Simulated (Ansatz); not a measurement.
LiMgOF (rocksalt [001] superlattice), computed twice by G0W0.

The cell holds 16 atoms: 4 Li, 4 F, 4 Mg and 4 O. Cell: a = 2.893 Å, b = 2.893 Å, c = 16.062 Å, α = 90.0°, β = 90.0°, γ = 90.0°. It derives from LiF. Regions: LiF, 8 atoms (4 Li and 4 F); MgO, 8 atoms (4 Mg and 4 O). The structure's axis is c.

```xyz
16
Lattice="2.8930 0.0000 0.0000 0.0000 2.8930 0.0000 0.0000 0.0000 16.0624" Properties=species:S:1:pos:R:3 pbc="T T T"
Li    0.0000    0.0000    0.9921
F     1.4465    1.4465    1.0383
Li    1.4465    1.4465    2.9348
F     0.0000    0.0000    2.9219
Li    0.0000    0.0000    4.8203
F     1.4465    1.4465    4.8332
Li    1.4465    1.4465    6.7631
F     0.0000    0.0000    6.7169
Mg    0.0000    0.0000    8.7705
O     1.4465    1.4465    8.7442
Mg    1.4465    1.4465   10.8554
O     0.0000    0.0000   10.8605
Mg    0.0000    0.0000   12.9624
O     1.4465    1.4465   12.9573
Mg    1.4465    1.4465   15.0471
O     0.0000    0.0000   15.0735
```

The structure was relaxed with LDA. The runs that relaxed it are not among those shown.

The first (Ansatz 0.2.0; start LDA, 6×6×2 mesh, 352 empty bands, screening to 110 eV, PAW set soft_1 files; 4 threads of Arm Neoverse V2, shared host) gave, on its mesh: starting gap 5.61 eV, G0W0 gap 8.44 eV, RPA ε∞ (mean) 2.55, 15 min.

**Question.** The second changes empty bands from 352 to 89 and screening cutoff (eV) from 110.0 to 44. What does it give?

It gave: starting gap 5.61 eV, G0W0 gap 8.40 eV, RPA ε∞ (mean) 2.55, 2.1 min. The G0W0 gap moves by −0.05 eV, +0.00 eV from the start and −0.05 eV from the correction. Σc changes by +0.27 eV at the valence top and +0.22 eV at the conduction bottom, and Σx − Vxc between them by +0.00 eV.

Limits: not at the basis limit.

[Paths, hosts, dates, memory and timing lines, banners, echoed tables and standing remarks are left out of the program output.]

[Logs are printed without paths, hosts, clocks, repeated set-up lines and the standing remarks that a program may print on its own settings, such as how far it seeks lower states.]

[Runs of the session that timed out or met a known fault of the program may be left out.]

[Cells called generated may have been cut or substituted from an entry of the Crystallography Open Database or the Materials Project.]

[Hosts, paths, dates, database ids (printed as entryN), source tags and the programs' standing remarks are cut or masked in the printed files.]
